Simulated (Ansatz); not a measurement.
# Si(111) with OH on 75 % of the top atoms and H on the rest: bands and core levels, part 2 of 3

What would XPS and angle-resolved spectra of Si(111) with OH on 75 % of the top atoms and H on the rest look like?

Ansatz 0.2.0; DFT, PBE, plane-wave PAW, default files, scalar-relativistic.

So far, gap on the k-mesh (eV): step 2 (relaxing the atoms) 0.996.

## 3. Bands by layer (continued)

Sums over each group's atoms; a table of it gives point samples, which can step over narrow peaks. The DOS of the group by E, zero at the valence-band maximum; 7 of 14 lines; values in states/eV:

```
E (eV)  other layers: Si 3p  adsorbate: O 2p  layer 2: Si 3p  middle: Si 3p  layer 3: Si 3p  other layers: Si 3s  layer 1: Si 3p
   -22                    0                0               0              0               0                    0               0
   -21                    0          0.00918         0.00151         1.3e-5          5.5e-5                    0          0.0241
   -20                    0           7.6e-5          1.2e-5              0               0                    0          1.9e-4
   -19                    0                0               0              0               0                    0               0
   -18                    0                0               0              0               0                    0               0
   -17                    0                0               0              0               0                    0               0
   -16                    0                0               0              0               0                    0               0
   -15                    0                0               0              0               0                    0               0
   -14                    0                0               0              0               0                    0               0
   -13                    0                0               0              0               0                    0               0
   -12               2.7e-4           1.1e-4          1.2e-4         4.5e-6          2.3e-5              0.00309          2.0e-4
   -11               0.0657           0.0507          0.0287         0.0746          0.0697                0.469          0.0376
   -10                0.709            0.874           0.456          0.286           0.284                 2.28           0.279
    -9                0.525            0.981           0.366          0.274           0.211                 1.38           0.232
    -8                 1.02             3.18           0.123         0.0583           0.984                 1.59            1.44
    -7                0.843            0.607           0.637          0.736           0.241                 1.15           0.559
    -6                0.889            0.605           0.548          0.726           0.683                0.670           0.635
    -5                0.504             2.26           0.422          0.326           0.568                0.240           0.588
    -4                 7.07             5.61            1.41          0.861           0.987                0.271            1.48
    -3                 5.38             1.74            2.71           3.42            3.33                0.273            1.45
    -2                 4.56            0.723            2.64           2.38            2.72                0.214            1.33
    -1                 2.91            0.314            1.87           1.14            1.15              0.00636            1.37
     0                0.207           0.0285           0.244          0.203           0.153               9.1e-5           0.267
     1                0.564           0.0324           0.229          0.716           0.633                0.265           0.440
     2                 2.17            0.250            1.05           1.64            1.61                 1.08            1.64
     3                 3.76            0.181            1.49           2.28            2.79                 1.15            1.85
     4                 4.07            0.193            1.88           2.60            2.13                 1.18            1.66
```

This run's widths, added to any smearing of the DOS itself: Gaussian 0.15 eV, Lorentzian 0.05 eV plus 0.05 an eV of depth. Intensity against binding energy, zero at the valence-band maximum; values in % of the maximum within 13 eV:

```
binding energy (eV)  21.2 eV  150 eV  1486.7 eV  5414.7 eV  8047.8 eV
                 -1    0.527   0.780      0.930      0.643      0.601
                  0     2.27    5.30       5.15       2.15       1.72
                  1     11.9    26.7       25.4       9.48       7.18
                  2     23.9    45.7       49.1       24.3       20.7
                  3     42.7    59.8       57.1       30.2       26.3
                  4     98.9    98.7       61.9       35.4       32.0
                  5     45.5    50.1       42.8       31.4       29.8
                  6     21.7    31.9       60.2       53.5       52.5
                  7     18.2    27.9       63.0       58.8       58.1
                  8     38.2    43.0       68.5       63.7       63.1
                  9     27.7    35.1       80.7       80.2       80.2
                 10     18.2    28.7       81.6       82.3       82.3
                 11     5.03    11.9       43.3       44.5       44.7
                 12        -    3.20       10.9       11.1       11.1
                 13        -    1.42       3.72       3.56       3.53
                 14        -    1.06       2.38       2.13       2.08
                 15        -    1.00       2.00       1.66       1.59
                 16        -    1.15       2.10       1.60       1.50
                 17        -    1.58       2.72       1.92       1.76
                 18        -    2.71       4.48       2.98       2.69
                 19        -    6.47       10.5       6.74       6.02
                 20        -    28.6       45.9       29.1       25.8
                 21        -    37.6       60.5       38.3       34.0
                 22        -    7.78       12.5       7.99       7.11
```

Maxima picked by a test of local sharpness, so broad peaks and shoulders can be missing; peaks within 0.45 eV of a curve's cut are left out. Valence peaks, by row, the first 40 of 52 rows:

```
photon energy (eV)  binding energy (eV)  height (% of the maximum within 13 eV)  main shell  its share (%)
              21.2                 9.31                                   32.18        O 2p          72.88
              21.2                 8.01                                   38.58        O 2p          76.23
              21.2                 6.36                                    24.6        O 2p          58.48
              21.2                 5.06                                   45.79        O 2p          86.05
              21.2                 4.06                                     100        O 2p          83.89
              21.2                 2.91                                    45.1        O 2p          67.19
              21.2                 2.26                                   29.42        O 2p          61.54
              21.2                 1.71                                   34.63        O 2p          59.45
              21.2               0.4101                                   6.376        O 2p          49.81
               150                20.56                                   56.05        O 2s          94.44
               150                 9.36                                   41.73        O 2p          47.71
               150                 8.01                                   43.35        O 2p          58.06
               150                 6.41                                   37.66        O 2p          32.29
               150                 5.76                                   34.08        O 2p          44.68
               150                 5.06                                   50.87        O 2p          66.28
               150                 4.11                                     100        O 2p          71.87
               150                 2.91                                   63.79       Si 3p          52.68
               150                 2.26                                   54.59       Si 3p           65.4
               150                 1.71                                   63.34       Si 3p          66.52
               150                 1.06                                   27.65       Si 3p          75.92
               150               0.4101                                   15.99       Si 3p          81.01
              1487                20.56                                   90.09        O 2s          95.84
              1487                 9.46                                     100       Si 3s          90.25
              1487                 7.96                                   69.01       Si 3s          79.94
              1487                 6.46                                   82.83       Si 3s          75.66
              1487                 5.11                                   46.19       Si 3s          54.47
              1487                 4.01                                   62.15       Si 3p          42.04
              1487                 2.91                                   61.52       Si 3p          63.42
              1487                 2.26                                   58.05       Si 3p           69.5
              1487                 1.71                                   65.04       Si 3p          72.38
              1487                 1.01                                   26.03       Si 3p          88.36
              1487               0.4101                                   15.19       Si 3p          89.95
              5415                20.56                                   56.96        O 2s          94.64
              5415                 9.46                                     100       Si 3s          97.13
              5415                 7.96                                   64.14       Si 3s          92.48
              5415                 6.51                                   76.02       Si 3s          90.17
              5415                 5.16                                   35.12       Si 3s          77.56
              5415                 3.91                                   35.68       Si 3s           67.4
              5415                 2.91                                   32.38       Si 3s          55.24
              5415                 2.26                                    29.3       Si 3s          51.26
```

The planar mean, electrostatic potential oscillates, so the rows of the table below give means over windows of 1 Å about each position, cut where the curve ends. Its maxima inside the range that stand out by 2 % of the span (Å: eV): 10.4: 2.01, 13.5: 2.01, 16.6: 1.70. Its minima: 8.9: -11.4, 12.0: -11.4, 15.2: -11.4, 17.2: -0.198.

From the valence-band maximum. Planar mean, electrostatic potential against z; means over each step:

```
z (Å)  planar mean, electrostatic potential (eV)
    0                                       4.50
    1                                       4.54
    2                                       4.55
    3                                       4.55
    4                                       4.55
    5                                       4.55
    6                                       4.35
    7                                       2.50
    8                                      -4.05
    9                                      -10.1
   10                                      -1.08
   11                                      -2.52
   12                                      -10.3
   13                                      -2.61
   14                                     -0.937
   15                                      -10.1
   16                                      -4.31
   17                                      0.536
   18                                       2.75
   19                                       4.39
   20                                       4.43
   21                                       4.43
   22                                       4.43
   23                                       4.43
   24                                       4.46
```

The intensity has structure finer than the step of the table below, so its rows give means over 1 eV, whole bins alone (the curve runs from -22.6 to 1.41 eV). Peaks (eV: height): O K -8.0: 31.9, -4.2: 99.9; O K, E along x -8.0: 34.1, -4.2: 87.1; O K, E along y -4.0: 152; O K, E along z -9.3: 55.1, -4.4: 80.3; Si K-beta -1.8: 99.9.

Shapes are the site's partial DOS without matrix elements, which overweights lines from ligand s bands. Table of intensity by emission energy less the core level's binding energy, zero at the valence-band maximum; means over each step; 7 of 9 lines; values in % of the unpolarised maximum:

```
emission energy less the core level's binding energy (eV)    O K  O K, E along x  O K, E along y  O K, E along z  Si K-beta  Si K-beta, E along x  Si K-beta, E along y
                                                      -22  0.374           0.677           0.273           0.172      0.481                 0.209                 0.207
                                                      -21   1.21            2.40           0.872           0.353       1.12                 0.290                 0.283
                                                      -20   1.06            2.07           0.736           0.356       1.03                 0.310                 0.304
                                                      -19  0.375           0.621           0.262           0.242      0.523                 0.300                 0.298
                                                      -18  0.261           0.346           0.180           0.255      0.423                 0.337                 0.336
                                                      -17  0.257           0.292           0.172           0.307      0.440                 0.401                 0.399
                                                      -16  0.294           0.303           0.189           0.392      0.511                 0.494                 0.491
                                                      -15  0.368           0.354           0.222           0.529      0.635                 0.634                 0.630
                                                      -14  0.499           0.453           0.278           0.767      0.852                 0.866                 0.860
                                                      -13  0.757           0.642           0.374            1.25       1.29                  1.33                  1.32
                                                      -12   1.48            1.11           0.581            2.75       2.62                  2.72                  2.69
                                                      -11   4.60            2.89            1.29            9.61       6.80                  7.24                  7.16
                                                      -10   15.9            10.3            4.09            33.4       13.0                  14.2                  13.9
                                                       -9   25.3            19.7            7.41            48.6       15.7                  17.3                  16.8
                                                       -8   26.2            27.7            10.6            40.3       16.3                  16.2                  16.0
                                                       -7   14.9            22.3            9.74            12.6       24.5                  23.8                  24.7
                                                       -6   20.8            33.3            16.6            12.6       29.0                  28.0                  28.2
                                                       -5   51.5            60.5            44.1            50.0       32.2                  31.0                  30.6
                                                       -4   87.8            75.7             131            56.2       63.1                  58.5                  61.5
                                                       -3   35.6            31.1            60.0            15.6       83.4                  84.1                  82.9
                                                       -2   21.1            18.9            36.2            8.23       96.4                  98.9                  97.0
                                                       -1   9.08            8.21            15.9            3.11       56.3                  64.0                  64.1
                                                        0   2.13            2.01            3.55           0.846       17.3                  22.1                  22.6
```

Sums over each group's atoms; left-over states aren't shared out by site. Site centres, by row:

```
       group  element  shell  occupied states  centre of occupied part (eV)  centre up to the window's top (eV)
   adsorbate        O     2s            4.952                        -18.79                              -16.99
   adsorbate        O     2p            15.23                        -5.412                              -5.098
   adsorbate        H     1s             2.78                        -10.44                              -6.022
     layer 1       Si     3s            4.461                        -8.569                              -5.462
     layer 1       Si     3p            9.616                        -4.828                              -1.827
     layer 2       Si     3s            4.794                        -7.812                              -5.248
     layer 2       Si     3p            11.46                        -3.592                              -1.488
     layer 3       Si     3s            4.737                        -7.982                              -5.036
     layer 3       Si     3p            11.11                        -3.805                               -1.37
      middle       Si     3s            4.731                        -7.984                              -4.943
      middle       Si     3p            11.12                        -3.797                              -1.343
other layers       Si     3s            9.302                        -8.122                              -5.147
other layers       Si     3p            22.04                        -3.761                              -1.343
other layers        H     1s            4.165                        -5.211                              -3.077
```

Window up to 4.5 eV. Shell moments, by row:

```
element  shell  occupied states an atom  centre of occupied part (eV)  rms width of occupied part (eV)  centre up to the window's top (eV)  rms width up to the window's top (eV)
      O     2s                    1.651                        -18.79                            4.903                              -16.99                                  7.608
      O     2p                    5.078                        -5.412                            2.787                              -5.098                                  3.172
      H     1s                   0.8681                        -7.304                            5.339                              -4.321                                  6.625
     Si     3s                    1.168                        -8.094                            2.647                               -5.16                                  5.396
     Si     3p                    2.723                        -3.902                            2.828                              -1.446                                  4.118
```

Recipe: projected DOS times atomic cross section and asymmetry factor (unpolarised light, 54.7° from the beam), occupied states only, Fermi edge at 300 K, a Lorentzian width of 0.05 eV growing by 0.05 eV per eV of binding energy, and a resolution of 0.15 eV. Each atom is damped by exp[−depth/(λ cos θ)], θ = 0° from the normal, λ from the universal curve. Curves are cut 10 eV under the photon energy, above any shell that the free atom's threshold puts out of reach, or at the lower edge of the window: 11.2 eV at 21.2 eV, 22.6 eV at 150 eV, 22.6 eV at 1486.7 eV, 22.6 eV at 5414.7 eV and 22.6 eV at 8047.8 eV. Matrix elements of the solid and inelastic losses aren't modelled, nor non-dipole terms, which matter above 3 keV.

How the area divides among the shells (%):

```
shell  21.2 eV  150 eV  1486.7 eV  5414.7 eV  8047.8 eV
 O 2s      0.0    19.0       21.3       17.0       15.7
 O 2p     73.8    39.5        4.5        1.0        0.6
 H 1s     12.4     0.5        0.1        0.0        0.0
Si 3s      3.7    13.9       53.6       73.4       77.4
Si 3p     10.2    27.0       20.6        8.6        6.3
```

Cross sections used, in Mb an electron:

```
shell  21.2 eV  150 eV  1486.7 eV  5414.7 eV  8047.8 eV
 O 2s        -    0.15     9.4e-4     2.4e-5     7.3e-6
 O 2p      2.7   0.098     6.3e-5     4.6e-7     9.4e-8
 H 1s      1.9  0.0055     3.0e-6     3.7e-8     9.6e-9
Si 3s     0.13   0.041     5.3e-4     2.1e-5     7.1e-6
Si 3p     0.15   0.034     8.8e-5     1.1e-6     2.4e-7
```

Regions along c: top from 15.2 to 21.7 Å, middle from 9.8 to 14.9 Å, bottom from 3.0 to 9.5 Å.

The largest force component on a free atom is 0.002 eV/Å, so the atoms are at rest for these settings too.

[end of part 2 of 3]

[Logs are printed without paths, hosts, clocks, repeated set-up lines and the standing remarks that a program may print on its own settings, such as how far it seeks lower states.]

[Hosts, paths, dates, database ids (printed as entryN), source tags and the programs' standing remarks are cut or masked in the printed files.]

[Maps of the electrostatic potential energy from Ansatz leave out the sawtooth potential of an applied field or a dipole correction, so their vacuum need not be flat; work functions include it.]
